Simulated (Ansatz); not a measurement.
# Lattice dynamics of PbC (model cell, started as zinc blende), part 2 of 2

How does PbC (model cell, started as zinc blende) vibrate, and is this structure a minimum?

Ansatz 0.2.0; DFT PBEsol, scalar-relativistic, plane waves, PAW.

So far. Step 4 (Relaxing to small forces for the phonons): The forces vanish by symmetry and the pressure is 0.004 GPa, within the tolerances set. The cell now holds 18.33 Å³/atom. The relaxed cell has a = 5.273 Å (conventional setting).

The structure was built from a prototype and need not be the compound's stable phase.

## Step 5: The dispersion

Stability and thermal properties need the whole zone. Linear response on a 4×4×4 q mesh gives force constants as far as a supercell of that size would.

File input.yaml:

```yaml
crystal:
  lattice:
    - [0.0, 2.6365247376, 2.6365247376]
    - [2.6365247376, 0.0, 2.6365247376]
    - [2.6365247376, 2.6365247376, 0.0]
  atoms:
    - { symbol: Pb, position: [0.0, 0.0, 0.0] }
    - { symbol: C, position: [0.25, 0.25, 0.25] }
kpoints:
  mp_grid: { grid: [12, 12, 12] }
hamiltonian:
  xc: pbesol
scf:
  occupations: { method: methfessel_paxton, width: 0.15 }
output:
  eigenvalues: true
phonons:
  method: dfpt
  qmesh: [4, 4, 4]
  temperatures: { t_max: 1000, t_step: 50 }
  qpath:
    path:
      - [[0.0, 0.0, 0.0], [-0.5, -0.5, 0.0], [-0.375, -0.375, 0.25]]
      - [[-0.375, 0.0, 0.375], [0.0, 0.0, 0.0], [0.0, 0.0, 0.5], [-0.5, -0.25, 0.25], [-0.5, -0.5, 0.0]]
    npoints: 10
```

Command:

```bash
ansatz run input.yaml --threads 4 --pin off --max-ram 7168MiB --backend cpu --events-out ev --progress --plain --runs-dir out
```

Numbers of over 12 decimals in the logs are rounded to 6 here.

The log of the run:

```text
Warning: phonons: the dynamical matrix that this run interpolates holds no multipole term above the dipole-dipole one, and a site of this crystal is no centre of inversion, so its interpolated transverse optical and acoustic branches and sound speeds can stay off near Gamma, and the density of states and the thermodynamics with them. What a run solves at a wave vector of phonons.qpoints, Gamma apart, where the deck admits one, is free of this, and under fd what a larger phonons.supercell samples
[...]
Crystal: 2 atoms, lattice volume = 36.654 Å³
Basis set: ecut = 420 eV, 725 PW (Γ), exchange–correlation on 50×50×50 points (8 copies of the dense FFT grid, shifted against one another)
Bands: 13, of which v1, the nominal top of the filled ones, is band 9 counted from 1 (8 counted from 0)
Symmetry: 24 space group operations
k-points: 72 of 1728 (time reversal used)
[...]
SCF iter   1: F=—  HF=-11998.722734 eV  |F-HF|=—  |Δ(HF+E_count)|=         —  Δρ=8.94e-3  dr2=4.05e-2  ethr=1.77e-3  ⟨swp⟩=5.7  Hψ=5569  notcnv=0
[...]
SCF iter   8: F=-11998.711403 eV  HF=-11998.711403 eV  |F-HF|=9.09e-12  |Δ(HF+E_count)|=  1.82e-12  S|Δr|=    0.00e0  Δρ=7.70e-8  dr2=2.73e-12  ethr=1.00e-12  ⟨swp⟩=8.2  Hψ=5313  notcnv=0
SCF 1 converged in 8 iterations: F = -11998.711403 eV  dr2 = 2.73e-12
[...]
SCF iter   7: F=-11998.711403 eV  HF=-11998.711403 eV  |F-HF|=1.82e-12  |Δ(HF+E_count)|=  3.64e-12  S|Δr|=    0.00e0  Δρ=3.52e-8  dr2=1.93e-13  ethr=1.00e-12  ⟨swp⟩=3.4  Hψ=2984  notcnv=0
SCF 2 converged in 7 iterations: F = -11998.711403 eV  dr2 = 1.93e-13
k-points: 280 of 1728 (irreducible under 4 space group operations, time reversal used)
[...]
SCF iter   4: F=-11998.711482 eV  HF=-11998.711482 eV  |F-HF|=5.46e-11  |Δ(HF+E_count)|=  1.02e-10  Δρ=5.67e-7  dr2=7.63e-11  ethr=1.00e-12  ⟨swp⟩=6.3  Hψ=19121  notcnv=0
WARN: a fill by count may have filled part of one level: at k-index 0 the highest filled band, 10.477181 eV, and the lowest empty band, 10.477181 eV, stand 1.776e-15 eV apart, within the solve's uncertainty, 1.000e-5 eV. If they are one level, whatever splits it, however little, can move the result. A smearing (`scf.occupations.method` with a `width`) well over the split that the run's distortions make, where the dec [...]
SCF 3 converged in 4 iterations: F = -11998.711482 eV  dr2 = 7.63e-11
NSCF: frozen V_eff on 75 k-points
phonons: the run's symmetry doesn't show that the Born effective charges vanish, and it interpolates frequencies without the dipole-dipole term. In a polar insulator or semiconductor they then lack LO-TO splitting, and the branches near Gamma, sound speeds, density of states, thermodynamics and thermal conductivity can be off. Where the input admits it, phonons.dielectric: true or phonons.non_analytic_term supplies t [...]
[...]
DFPT response loops at q = (0, 0, 0) (fractional): preconditioner auto → Kerker (q_TF=auto, 2.423 Å⁻¹) (partly filled bands, converged f_vac=0.003); β = 1.00, the filter's whole step (`scf.mixing.beta` (0.50) is not read by the response loops under this deck's `scf.mixing.preconditioner`; to damp them name `kerker` or `kerker_dos`, under which they read `scf.mixing.beta`, and type it under 1.00, their step now; both keys bind the ground state too); Broyden in place of MSR1
[...]
SCF converged after 8 iterations
[...]
Free energy (F): -11998.711403 eV
[...]
Internal energy: -11998.711577 eV  (E = F + TS)
E sigma→0 (E₀):  -11998.711447 eV
Entropy (-TS):   0.000174 eV (0.087 meV/atom)
Fermi energy:    10.494368 eV
[...]
--- Band table (eV; the first three rows and the last of 72) ---
  k-point 0: bands = [... 5 lower, -3.5356, 9.2633, 10.4772, 10.4772, 10.4772, 15.9451, 15.9451, 15.9451]
  k-point 1: bands = [... 5 lower, -3.4228, 8.6331, 10.3724, 10.3724, 10.7935, 15.5565, 16.0746, 16.0746]
  k-point 2: bands = [... 5 lower, -3.0878, 7.3792, 10.1081, 10.1081, 11.1097, 15.1952, 16.3721, 16.3721]
  k-point 71: bands = [... 5 lower, 1.0883, 1.9840, 6.5073, 6.8560, 14.1307, 14.6447, 16.5012, 18.1797]
--- Phonons (Γ-DFPT): 2 representative perturbations + reference (Σ response iterations 7) ---
  ASR residual: 2.332e-5 → 0.000e0 eV/Å²; symmetrization residual: 9.942e-7 eV/Å²
  ASR residual per site (eV/Å²): 9.24e-6 2.33e-5
  Γ frequencies (cm⁻¹): 0.00 0.00 0.00 468.99 468.99 468.99
--- Phonons (arbitrary-q DFPT): 8 irreducible q on the 4×4×4 mesh ---
  q = [0.0000, 0.0000, 0.0000] (star 1, of the zone-centre solve; hermiticity 2.17e-7, symmetrization 1.75e-12): -0.00 0.00 0.00 468.99 468.99 468.99
  q = [0.0000, 0.0000, 0.2500] (star 8, 2 solved perturbations on 936 of 1728 k-point pairs; hermiticity 1.26e-7, symmetrization 1.04e-12): 48.05 48.05 115.12 485.18 485.18 544.50
[...]
q = [0.0000, 0.2500, 0.2500] (star 6, 4 solved perturbations in 1608 linear systems a pass and spin channel, the states on 510 of 1728 k-point pairs; hermiticity 2.31e-7, symmetrization 1.11e-12): 66.81 66.81 114.13 496.73 496.73 546.96
[...]
sum rule: each row above includes the acoustic sum rule's correction from the zone centre's row sums; it moved no ω² by more than (0.73 cm⁻¹)²
  mesh force constants: q→R imaginary residual 1.66e-18; ASR residual 2.332e-5 → 0.000e0 eV/Å²; symmetrization residual 7.105e-15 eV/Å²
  interpolated dispersion: 62 rows × 6 modes
  density of states and harmonic sums: on the 20×20×20 q-mesh, interpolated from the force constants of a 4×4×4 supercell (no non-analytic term)
  largest difference from the sums on the solved wave vectors: F 1.19e-2 eV, S 1.59e-5 and C_V 4.01e-6 eV/K
  zero-point energy: 0.114110 eV/cell   skipped modes (ω ≤ 0): 3   left out of the sums: 6.25e-5 of the cell's modes: C_V's classical limit lies that fraction below 3 k_B per atom; for a crystal, a wire or a layer, F and S can be off by more, and a phonons.interpolated_qmesh denser along its periods is the remedy for the sampling
```

Elapsed: 2.9 min, on 4 threads of Arm Neoverse V2, shared host; peak memory 2 GiB.

Numbers from this step:

```
sum-rule residual before enforcement                       : 2.33e-5 eV/Å²
lowest frequency on the path                               : 0 cm⁻¹
point group                                                : -43m
highest frequency on the path or at a solved wavevector    : 558.6 cm⁻¹
mean frequency                                             : 306.8 cm⁻¹
Debye temperature (second moment)                          : 692 K
logarithmic mean frequency                                 : 217.4 cm⁻¹
highest optical mode at the zone centre (no LO-TO term)    : 469.0 cm⁻¹
lowest optical zone-centre mode                            : 469.0 cm⁻¹
lowest mode on the q mesh (acoustic modes at Γ apart)      : 48.05 cm⁻¹
zero-point energy per atom                                 : 57.06 meV
heat capacity at 300 K                                     : 19.89 J/(mol atoms K)
vibrational entropy at 300 K                               : 26.79 J/(mol atoms K)
edges of the widest gap between branches, on path and mesh : 167, 469 cm⁻¹
```

Frequencies (cm⁻¹) solved at each irreducible wavevector; negative means imaginary. Frequencies by wavevector, by row:

```tsv
q in reciprocal lattice units	star	mode 1	mode 2	mode 3	mode 4	mode 5	mode 6
0 0 0	1	0	0	0	469	469	469
0 0 0.25	8	48	48	115.1	485.2	485.2	544.5
0 0 -0.5	4	61.6	61.6	162.9	489.5	489.5	544.5
0 0.25 0.25	6	66.8	66.8	114.1	496.7	496.7	547
0 0.25 -0.5	24	76.2	97.4	146	501.2	505.9	552.6
0 0.25 -0.25	12	67.3	97.9	133.4	495.1	505	553.2
0 -0.5 -0.5	3	82.9	82.9	167	506.2	506.2	545.9
0.25 -0.5 -0.25	6	92.3	111.4	141.6	502.2	515.5	556.5
```

Interpolated from a 4×4×4 q mesh. The phonon branches at the labelled points (cm⁻¹):

```tsv
point	branch 1	branch 2	branch 3	branch 4	branch 5	branch 6
Γ	0	0	0	469	469	469
halfway	67	67	114	497	497	547
X	83	83	167	506	506	546
halfway	83	92	162	506	507	549
U	83	104	149	505	506	557
jump to K	83	104	149	505	506	557
halfway	53	82	119	488	503	546
Γ	0	0	0	469	469	469
halfway	48	48	115	485	485	544
L	62	62	163	490	490	544
halfway	76	95	147	500	502	553
W	92	111	142	502	516	556
halfway	88	96	157	504	511	551
X	83	83	167	506	506	546
```

The phonon branches as a text plot (rows in cm⁻¹):

```
    547 |      *******************          *********************
    524 |   ***                   **       *             *****
    500 |  * *********************  *    **    ******************
    477 |****                   ***************
    454 |
    431 |
    407 |
    384 |
    361 |
    337 |
    314 |
    291 |
    268 |
    244 |
    221 |
    198 |
    175 |           ***                                        **
    151 |        ***   *****                  *****************
    128 |       *           *****            *
    105 |    ***        *******  *         **         ********
     81 |   *   *************  ** **      *        **************
     58 |  * ***             ********    *  *********
     35 | ***                    *****  * **
     12 |**                         ******
         Γ           X  U|K            Γ         L        W     X
```

The phonon density of states has structure finer than the step of the table below, so its rows give means over 20 cm⁻¹, whole bins alone (the curve runs from 2.5 to 558 cm⁻¹). Peaks (cm⁻¹: height): 82.5: 0.0585, 142.5: 0.0498, 502.5: 0.146, 552.5: 0.104.

Tetrahedra on a 20×20×20 mesh, mean over bins of 5 cm-1. Interpolated from a 4×4×4 q mesh. Table of phonon density of states by wavenumber; means over each step:

```tsv
wavenumber (cm⁻¹)	phonon density of states (1/cm⁻¹/cell)
20	0.00119
40	0.00561
60	0.0243
80	0.0458
100	0.0267
120	0.00721
140	0.0287
160	0.0103
180	2.6e-5
200	0
220	0
240	0
260	0
280	0
300	0
320	0
340	0
360	0
380	0
400	0
420	0
440	0
460	2.0e-4
480	0.0133
500	0.0806
520	0.00856
540	0.0171
```

The partial phonon density of states has structure finer than the step of the table below, so its rows give means over 20 cm⁻¹, whole bins alone (the curve runs from -10 to 585 cm⁻¹). Peaks (cm⁻¹: height): C 502.7: 0.103, 551.4: 0.0664; Pb 83.6: 0.0485, 143.4: 0.0390.

Phonopy on the run's constants, 19x19x19 mesh, Gaussian sigma 4.3 cm-1. Interpolated from a 4×4×4 q mesh. Partial phonon density of states against wavenumber; means over each step; values in 1/cm⁻¹/cell:

```tsv
wavenumber (cm⁻¹)	C	Pb
0	3.8e-6	7.6e-5
20	6.7e-5	0.00124
40	2.7e-4	0.00552
60	9.4e-4	0.0235
80	0.00137	0.0433
100	6.7e-4	0.0263
120	1.9e-4	0.00782
140	2.2e-4	0.0274
160	4.6e-5	0.0110
180	0	1.0e-4
200	0	0
220	0	0
240	0	0
260	0	0
280	0	0
300	0	0
320	0	0
340	0	0
360	0	0
380	0	0
400	0	0
420	0	0
440	0	0
460	3.4e-4	1.8e-5
480	0.0140	6.2e-4
500	0.0748	0.00199
520	0.0106	2.7e-4
540	0.0185	3.7e-4
560	0.0279	5.0e-4
```

Second derivatives of the energy by pair, one row for each kind of neighbour of each atom listed. Each entry sums the pair over the periodic images of the supercell that the q mesh stands for, and in a polar crystal it holds the long-range dipole part too. Force constants by pair, by row:

```tsv
atom	neighbour	distance (Å)	third of the trace (eV/Å²)	along the pair's line (eV/Å²)
Pb1	itself	0	12.97	–
Pb1	C	2.283	-2.59	-6.175
Pb1	Pb	3.729	-0.2043	-1.378
Pb1	C	4.372	0.0153	0.1883
Pb1	Pb	5.273	-0.0322	-0.1265
Pb1	C	5.746	0.0298	0.2196
Pb1	Pb	6.458	-0.0444	-0.1212
Pb1	C	6.85	0.0153	0.0446
Pb1	C	6.85	0.0164	0.0394
C2	itself	0	11.5	–
C2	Pb	2.283	-2.59	-6.175
C2	C	3.729	-0.1162	-0.4823
C2	Pb	4.372	0.0153	0.1883
C2	C	5.273	-2.00e-4	-0.0367
C2	Pb	5.746	0.0298	0.2196
C2	C	6.458	-0.0168	-0.058
C2	Pb	6.85	0.0153	0.0446
C2	Pb	6.85	0.0164	0.0394
```

Harmonic thermodynamic functions per atom, from the density of states. Interpolated from a 4×4×4 q mesh. Thermodynamic functions, by row:

```tsv
T (K)	F_vib (meV/atom)	S (J/mol-atom/K)	C_V (J/mol-atom/K)
0	57.06	0	0
50	56.42	3.918	6.876
100	52.71	10.14	10.92
200	37.16	19.42	16.34
300	13.08	26.79	19.89
400	-17.9	32.8	21.76
500	-54.55	37.77	22.79
600	-95.94	41.99	23.4
700	-141.4	45.63	23.79
800	-190.4	48.82	24.05
900	-242.5	51.66	24.23
1000	-297.4	54.22	24.36
```

Harmonic mean-square displacement, third of the trace. Interpolated from a 4×4×4 q mesh. Mean square displacements, by row:

```tsv
T (K)	Pb1 U_eq (Å²)	C2 U_eq (Å²)
0	9.30e-4	0.00315
100	0.00201	0.00389
300	0.00554	0.00663
600	0.01097	0.01177
```

Symmetry leaves 8 wavevectors to solve. The lowest mode among them, the acoustic zeros apart, lies at q = (0, 0, 0.25) and is real, 48.0 cm⁻¹.

## Step 6: Isotope substitution, element C, natural mass 12.011 amu

An isotope changes the mass and not the force constants, so no new electronic calculation is needed; the shifts show which modes move this element.

The same force constants with the mass of C changed from 12.011 to 13.003 u (phonopy, no LO-TO term). Both lists are sorted by frequency; levels can cross, so a row need not hold one and the same mode. Modes under 3 cm⁻¹ are left out. Isotope shifts, by row:

```tsv
q	rank	natural mass (cm⁻¹)	changed mass (cm⁻¹)
0 0 0	4	469	451.8
0 0 0	5	469	451.8
0 0 0	6	469	451.8
0 0 0.25	1	48.05	47.96
0 0 0.25	2	48.05	47.96
0 0 0.25	3	115.1	115
0 0 0.25	4	485.2	467.2
0 0 0.25	5	485.2	467.2
0 0 0.25	6	544.5	524
0 0 -0.5	1	61.57	61.47
0 0 -0.5	2	61.57	61.47
0 0 -0.5	3	162.9	162.8
0 0 -0.5	4	489.5	471.3
0 0 -0.5	5	489.5	471.3
0 0 -0.5	6	544.5	523.3
0 0.25 0.25	1	66.81	66.71
0 0.25 0.25	2	66.81	66.71
0 0.25 0.25	3	114.1	114
0 0.25 0.25	4	496.7	478.1
0 0.25 0.25	5	496.7	478.1
0 0.25 0.25	6	547	526.4
```

A mode of this element alone would shift by -3.89 %. The highest zone-centre frequency without the field goes from 469.0 to 451.8 cm⁻¹ (-3.7 %). The product of the frequency ratios over all optical modes at Γ is 0.894; the product rule, (m/m′)^(3k/2) (M′/M)^(3/2) with k = 1 such atoms and M the mass of the cell, gives 0.894.

## Step 7: Isotope substitution, element Pb, natural mass 207.2 amu

The same for Pb, from 207.20 to 203.97 u.

The same force constants with the mass of Pb changed from 207.200 to 203.973 u (phonopy, no LO-TO term). Both lists are sorted by frequency; levels can cross, so a row need not hold one and the same mode. Modes under 3 cm⁻¹ are left out. Isotope shifts, by row:

```tsv
q	rank	natural mass (cm⁻¹)	changed mass (cm⁻¹)
0 0 0	4	469	469.2
0 0 0	5	469	469.2
0 0 0	6	469	469.2
0 0 0.25	1	48.05	48.41
0 0 0.25	2	48.05	48.41
0 0 0.25	3	115.1	116
0 0 0.25	4	485.2	485.4
0 0 0.25	5	485.2	485.4
0 0 0.25	6	544.5	544.6
0 0 -0.5	1	61.57	62.03
0 0 -0.5	2	61.57	62.03
0 0 -0.5	3	162.9	164.1
0 0 -0.5	4	489.5	489.7
0 0 -0.5	5	489.5	489.7
0 0 -0.5	6	544.5	544.5
0 0.25 0.25	1	66.81	67.31
0 0.25 0.25	2	66.81	67.31
0 0.25 0.25	3	114.1	115
0 0.25 0.25	4	496.7	496.9
0 0.25 0.25	5	496.7	496.9
0 0.25 0.25	6	547	547.1
```

A mode of this element alone would shift by +0.79 %. The highest zone-centre frequency without the field goes from 469.0 to 469.2 cm⁻¹ (+0.0 %). The product of the frequency ratios over all optical modes at Γ is 1.001; the product rule, (m/m′)^(3k/2) (M′/M)^(3/2) with k = 1 such atoms and M the mass of the cell, gives 1.001.

## Step 8: Summary of results

```json
{
  "space group after relaxation (within 0.01 Å)": "F-43m",
  "volume per atom": "18.3 Å³",
  "electronic character": "no gap on this mesh",
  "highest optical mode at the zone centre (no LO-TO term)": "469 cm⁻¹",
  "lowest optical zone-centre mode": "469 cm⁻¹",
  "lowest mode on the q mesh (acoustic modes at Γ apart)": "48.0 cm⁻¹",
  "highest frequency on the path or at a solved wavevector": "559 cm⁻¹",
  "zero-point energy per atom": "57.1 meV",
  "heat capacity at 300 K": "19.9 J/(mol atoms K)",
  "vibrational entropy at 300 K": "26.8 J/(mol atoms K)",
  "Debye temperature (second moment)": "692 K",
  "imaginary modes on the 4×4×4 q mesh": "none"
}
```

What this shows: The structure is a minimum as far as tested: no mode is imaginary at the 8 irreducible wavevectors of the 4×4×4 mesh, and the softest away from the acoustic zeros lies at 48 cm⁻¹. The optical modes at Γ form one degenerate level at 469 cm⁻¹. On the path and the mesh, the widest gap between branches runs from 167 to 469 cm⁻¹. With no gap, or one that is small against the smearing, the frequencies hang on the k mesh and the smearing, most of all near Kohn anomalies. Spin-orbit coupling is left out, which can matter for the heavy elements here. The starting cell was built on a prototype and not taken from a measurement, so the phase need not exist. These are harmonic frequencies at zero temperature: anharmonic shifts, linewidths and thermal expansion are left out.

[Logs are printed without paths, hosts, clocks, repeated set-up lines and the standing remarks that a program may print on its own settings, such as how far it seeks lower states.]

[Hosts, paths, dates, database ids (printed as entryN), source tags and the programs' standing remarks are cut or masked in the printed files.]
